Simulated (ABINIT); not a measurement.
**A GW chain in ABINIT: CdSe (F-43m)**

How does a plane-wave GW calculation on CdSe (F-43m) run from the first input to the gap?

Main program and level: ABINIT 10.8.3; LDA and many-body steps on it, plane waves.

**The experiments to reproduce.**

- Gap 1.69 ± 0.02 eV: direct gap from (alpha E)^2 extrapolation; spectroscopic ellipsometry; 300 K; film (fully relaxed MBE film, 304 nm) on GaAs(100) (“Band gap bowing of binary alloys: Experimental results compared to theoretical tight-binding supercell calculations for CdZnSe”, 2010, arxiv:1007.2297).

Report form: the programs' logs are mostly left out.

## (1) Set-up

The structure is cubic, space group F-43m (No. 216). The conventional cell has a = 6.141 Å, b = 6.141 Å, c = 6.141 Å, α = 90.00°, β = 90.00°, γ = 90.00°. Nearest to Cd lie 4 Se at 2.66 Å. Se has 4 Cd at 2.66 Å nearest. Farther neighbours and most contacts between anions are not listed.

The cell and positions are those that the Materials Project relaxed with its own functionals (PBE, PBE+U or r2SCAN), kept fixed.

## (2) Ground state

This step: ABINIT 10.8.3; DFT, LDA, plane waves, norm-conserving pseudopotentials.

The ground-state density comes first.

File run.abi:

```
acell 3*1.0 Angstrom
rprim 
  -0.000000000000 3.070271198600 3.070271198600
  3.070271198600 -0.000000000000 3.070271198600
  3.070271198600 3.070271198600 -0.000000000000
ntypat 2
znucl 48 34
natom 2
typat 1 2
xred 
  0.000000000000 0.000000000000 0.000000000000
  0.750000000000 0.750000000000 0.750000000000
pp_dirpath "pseudos"
pseudos "Cd.upf, Se.upf"
ecut 48
ngkpt 6 6 6
nshiftk 1
shiftk 0 0 0
kptopt 1
chksymbreak 0
nband 27
occopt 1
tolvrs 1e-10
nstep 60
prtwf 0
optforces 0
optstress 0
indata_prefix "in"
outdata_prefix "out"
tmpdata_prefix "tmp"
```

Command:

```bash
$ OMP_NUM_THREADS=1 mpirun -n 4 abinit run.abi > log
```

Wall time 46 s (4 MPI ranks of Arm Neoverse V1, shared host); peak memory 0.41 GiB.

This step gave:

```
total energy               : -14062.9267 eV
gap                        : 0.2672 eV
k of the valence top       : 0, 0, 0
k of the conduction bottom : 0, 0, 0
least direct gap           : 0.2672 eV
```

The gap is direct, at Γ.

## (3) Bands along the symmetry lines

The cheap functional maps the bands first; the places of the edges decide which points the dearer methods must see.

File run.abi:

```
acell 3*1.0 Angstrom
rprim 
  -0.000000000000 3.070271198600 3.070271198600
  3.070271198600 -0.000000000000 3.070271198600
  3.070271198600 3.070271198600 -0.000000000000
ntypat 2
znucl 48 34
natom 2
typat 1 2
xred 
  0.000000000000 0.000000000000 0.000000000000
  0.750000000000 0.750000000000 0.750000000000
pp_dirpath "pseudos"
pseudos "Cd.upf, Se.upf"
ecut 48
iscf -2
irdden 1
kptopt 0
nkpt 50
kpt 
  0.00000000 0.00000000 0.00000000
  -0.06250000 -0.06250000 0.00000000
  -0.12500000 -0.12500000 0.00000000
  -0.18750000 -0.18750000 0.00000000
  -0.25000000 -0.25000000 0.00000000
  -0.31250000 -0.31250000 0.00000000
  -0.37500000 -0.37500000 0.00000000
  -0.43750000 -0.43750000 0.00000000
  -0.50000000 -0.50000000 0.00000000
  -0.48437500 -0.48437500 0.03125000
  -0.46875000 -0.46875000 0.06250000
  -0.45312500 -0.45312500 0.09375000
  -0.43750000 -0.43750000 0.12500000
  -0.42187500 -0.42187500 0.15625000
  -0.40625000 -0.40625000 0.18750000
  -0.39062500 -0.39062500 0.21875000
  -0.37500000 -0.37500000 0.25000000
  -0.37500000 0.00000000 0.37500000
  -0.32812500 0.00000000 0.32812500
  -0.28125000 0.00000000 0.28125000
  -0.23437500 0.00000000 0.23437500
  -0.18750000 0.00000000 0.18750000
  -0.14062500 0.00000000 0.14062500
  -0.09375000 0.00000000 0.09375000
  -0.04687500 0.00000000 0.04687500
  0.00000000 0.00000000 0.00000000
  0.00000000 0.00000000 0.06250000
  0.00000000 0.00000000 0.12500000
  0.00000000 0.00000000 0.18750000
  0.00000000 0.00000000 0.25000000
  0.00000000 0.00000000 0.31250000
  0.00000000 0.00000000 0.37500000
  0.00000000 0.00000000 0.43750000
  0.00000000 0.00000000 0.50000000
  -0.06250000 -0.03125000 0.46875000
  -0.12500000 -0.06250000 0.43750000
  -0.18750000 -0.09375000 0.40625000
  -0.25000000 -0.12500000 0.37500000
  -0.31250000 -0.15625000 0.34375000
  -0.37500000 -0.18750000 0.31250000
  -0.43750000 -0.21875000 0.28125000
  -0.50000000 -0.25000000 0.25000000
  -0.50000000 -0.28125000 0.21875000
  -0.50000000 -0.31250000 0.18750000
  -0.50000000 -0.34375000 0.15625000
  -0.50000000 -0.37500000 0.12500000
  -0.50000000 -0.40625000 0.09375000
  -0.50000000 -0.43750000 0.06250000
  -0.50000000 -0.46875000 0.03125000
  -0.50000000 -0.50000000 0.00000000
istwfk *1
nband 32
nbdbuf 5
tolwfr 1e-07
nstep 50
prtwf 0
prtvol 0
indata_prefix "in"
outdata_prefix "out"
tmpdata_prefix "tmp"
```

The job ended after 52 s (4 MPI ranks; peak memory 0.44 GiB; 3.4 min of CPU time).

Numbers from this step:

| Quantity | Value |
| --- | --- |
| gap | 0.2672 eV |
| k of the valence top | 0, 0, 0 |
| k of the conduction bottom | 0, 0, 0 |
| least direct gap | 0.2672 eV |

The gap is 0.267 eV, as in the run before at this level.

Electronic bands along the path, in eV, zero at the top of the highest filled band:

```csv
point,band 19,band 20,band 21,band 22,band 23,band 24,band 25,band 26
Γ,-7.48,0.00,0.00,0.00,0.27,5.80,5.80,5.80
halfway,-7.45,-2.60,-1.00,-1.00,3.04,4.06,7.44,7.44
X,-7.16,-4.04,-1.79,-1.79,2.99,3.57,8.72,9.85
halfway,-7.12,-4.02,-2.06,-1.70,3.25,3.94,8.43,9.29
U,-7.07,-3.97,-2.45,-1.46,3.53,4.94,7.98,8.37
jump to K,-7.07,-3.97,-2.45,-1.46,3.53,4.94,7.98,8.37
halfway,-7.44,-2.95,-1.36,-0.41,2.90,5.47,6.18,6.51
Γ,-7.48,0.00,0.00,0.00,0.27,5.80,5.80,5.80
halfway,-7.48,-2.68,-0.39,-0.39,2.03,5.73,6.31,6.31
L,-7.21,-4.31,-0.72,-0.72,2.14,6.32,6.32,7.09
halfway,-7.13,-4.08,-1.94,-1.18,3.61,5.31,6.60,7.77
W,-7.04,-3.94,-2.17,-2.14,4.77,5.06,6.22,7.42
halfway,-7.10,-3.99,-1.98,-1.97,3.72,4.10,8.11,8.13
X,-7.16,-4.04,-1.79,-1.79,2.99,3.57,8.72,9.85
```

## (4) Empty states on the mesh, 4×4×4 mesh, 494 bands

The sums over transitions need many empty states on a uniform mesh; this step solves for them.

File run.abi:

```
acell 3*1.0 Angstrom
rprim 
  -0.000000000000 3.070271198600 3.070271198600
  3.070271198600 -0.000000000000 3.070271198600
  3.070271198600 3.070271198600 -0.000000000000
ntypat 2
znucl 48 34
natom 2
typat 1 2
xred 
  0.000000000000 0.000000000000 0.000000000000
  0.750000000000 0.750000000000 0.750000000000
pp_dirpath "pseudos"
pseudos "Cd.upf, Se.upf"
ecut 48
ngkpt 4 4 4
nshiftk 1
shiftk 0 0 0
kptopt 1
chksymbreak 0
iscf -2
irdden 1
istwfk *1
nband 494
nbdbuf 44
tolwfr 1e-09
nstep 60
prtvol 0
indata_prefix "in"
outdata_prefix "out"
tmpdata_prefix "tmp"
```

Run time: 12 min. Hardware: 4 MPI ranks; peak memory 0.72 GiB; 46 min of CPU time.

Numbers from this step:

| Property | Result |
| --- | --- |
| gap | 0.2672 eV |
| k of the valence top | 0, 0, 0 |
| k of the conduction bottom | 0, 0, 0 |
| least direct gap | 0.2672 eV |
| k points computed | 8 |
| lowest point of the top converged band, above the valence top | 207.9935 eV |

On this mesh the gap is 0.267 eV.

## (5) Screening, 4×4×4 mesh, 450 bands, screening to 274.8 eV

The RPA dielectric matrix is built and inverted for each q.

This step: RPA screening on LDA, plane waves, norm-conserving pseudopotentials.

Changes to run.abi since step 4:

```diff
@@ -20,10 +20,11 @@
 chksymbreak 0
-iscf -2
-irdden 1
 istwfk *1
-nband 494
-nbdbuf 44
-tolwfr 1e-09
-nstep 60
-prtvol 0
+occopt 1
+irdwfk 1
+optdriver 3
+nband 450
+ecuteps 10.1
+inclvkb 2
+awtr 1
+symchi 1
 indata_prefix "in"
```

The job ended after 16 min (4 MPI ranks; peak memory 5 GiB).

Numbers from this step:

```
ε∞ with local fields, on this mesh, along the program's q direction : 370.5
the same without local fields                                       : 388.2
plasma frequency                                                    : 32.37 eV
plane waves in the screening matrix                                 : 609
```

Local fields lower ε∞ by 5 %. The value itself is an artefact of the mesh, where one narrow direct gap carries too much weight.

## (6) Self-energy, 4×4×4 mesh, 450 bands, screening to 274.8 eV

The self-energy is evaluated for the states that the input lists, and the levels follow from it, in one-shot runs by the linearised quasiparticle equation.

This step: G0W0 on LDA, plane waves, norm-conserving pseudopotentials.

Changes to run.abi since step 5:

```diff
@@ -23,8 +23,19 @@
 irdwfk 1
-optdriver 3
+optdriver 4
 nband 450
+gwcalctyp 0
+ecutsigx 48
+symsigma 1
+nkptgw 3
+kptgw 
+  0.0000000000 0.0000000000 0.0000000000
+  0.5000000000 0.0000000000 0.0000000000
+  0.5000000000 0.5000000000 0.0000000000
+bdgw 
+  20 26
+  21 25
+  21 24
 ecuteps 10.1
-inclvkb 2
-awtr 1
-symchi 1
+irdscr 1
+ppmodel 1
 indata_prefix "in"
```

The job ended after 5.8 min (4 MPI ranks; peak memory 5 GiB).

This step gave:

```yaml
g0w0_gap_on_the_points_computed: 1.088 eV
starting_gap_on_the_mesh: 0.2672 eV
k_of_the_valence_top: 0, 0, 0
k_of_the_conduction_bottom: 0, 0, 0
z_at_the_valence_top: 0.79
z_at_the_conduction_bottom: 0.812
least_direct_g0w0_gap_on_the_computed_points: 1.088 eV
```

The gap on the mesh goes from 0.27 eV to 1.09 eV, a correction of +0.82 eV.

Limits: finite bands, cutoff and mesh; no spin-orbit coupling; coarse k mesh. v1 is the top filled band, c1 the lowest empty one. Levels before and after the correction, in eV, zero at the valence-band top of each column:

```
           conduction bottom  valence top
Kohn-Sham               0.27         0.00
     G0W0               1.09         0.00
```

|  | level | energy (eV) |
| --- | --- | --- |
| Kohn-Sham | Γ v3-v1 | 0.000 |
| Kohn-Sham | Γ c1 | 0.267 |
| Kohn-Sham | Γ c2-c4 | 5.803 |
| G0W0 | Γ v3-v1 | 0.000 |
| G0W0 | Γ c1 | 1.088 |
| G0W0 | Γ c2-c4 | 6.652 |

## (7) Where the time went

Times are wall times on 4 MPI ranks of Arm Neoverse V1, shared host, good to a factor of about two.

```
                          step     time  share  memory (GiB)
                  ground state     46 s    2 %          0.41
bands along the symmetry lines     52 s    2 %          0.44
      empty states on the mesh   12 min   33 %          0.72
                     screening   16 min   46 %             5
                   self-energy  5.8 min   16 %           5.0
```

## (8) Outcome

* LDA gap: 0.27 eV, direct
* G0W0 gap on the mesh: 1.09 eV
* GW settings: 4×4×4 mesh, 450 bands, screening to 274.8 eV, Godby-Needs plasmon pole
* known limits: not at the basis limit; screening runs away on this mesh; no spin-orbit coupling; coarse k mesh

What this shows: G0W0 moves the gap on the mesh from 0.27 eV to 1.09 eV (+0.82 eV), with Z of 0.79 and 0.81 at the edges. Local fields lower the RPA ε∞ on this mesh from 388.19 to 370.51. Only 3 of the mesh's irreducible points were corrected, so a valley elsewhere could overtake. Against experiment, by G0W0@LDA: the direct gap of 1.09 eV lies −0.60 eV from the measured 1.69 ± 0.02 eV (direct, 300 K, on GaAs(100), 2010). An exciton line or allowed optical edge lies below the quasiparticle gap by the binding energy; a forbidden edge can push the onset above it. The calculation has static nuclei and no excitons; a measured gap holds zero-point and thermal motion, which mostly lowers it. Against the values above the computed gap that would widen the miss. A likelier cause is too strong a screening: the start's gap is only 0.27 eV, the mesh is coarse, and one shot does not repair that. Bands and cutoff are finite, so the gap is not at the basis limit. The miss can reach some tenths of an eV and take either sign; the mesh is an error of its own. In the G0W0 run levels were corrected at 3 k points alone, so a gap called «on the mesh» is the least over those, and an edge elsewhere would be missed. The 4×4×4 mesh is coarse for this cell, which bears on the long-range parts of exchange and screening. On this mesh the RPA ε∞ passes 90, more than nearly any semiconductor shows; a coarse mesh does this where one point with a narrow direct gap carries much weight. The screening is then too strong, and the G0W0 gap should not be taken as the material's. The many-body steps are scalar-relativistic: spin-orbit coupling is not in them.

[Paths, hosts, dates, memory and timing lines, banners, echoed tables and standing remarks are left out of the program output.]

[Logs are printed without paths, hosts, clocks, repeated set-up lines and the standing remarks that a program may print on its own settings, such as how far it seeks lower states.]

[Runs of the session that timed out or met a known fault of the program may be left out.]

[No measured gap is set beside runs whose start may be inverted or whose files or cutoffs have a known fault.]

[Hosts, paths, dates, database ids (printed as entryN), source tags and the programs' standing remarks are cut or masked in the printed files.]

[G0W0 gaps are taken among the corrected bands and points alone; a level outside them can change the order at an edge.]

[Where Ansatz stands beside ABINIT at settings called matched, ABINIT's density can come from a denser mesh and the files from another edition; pairs whose starting gaps differed by over 0.03 eV were left out, so agreement reads better than it is.]
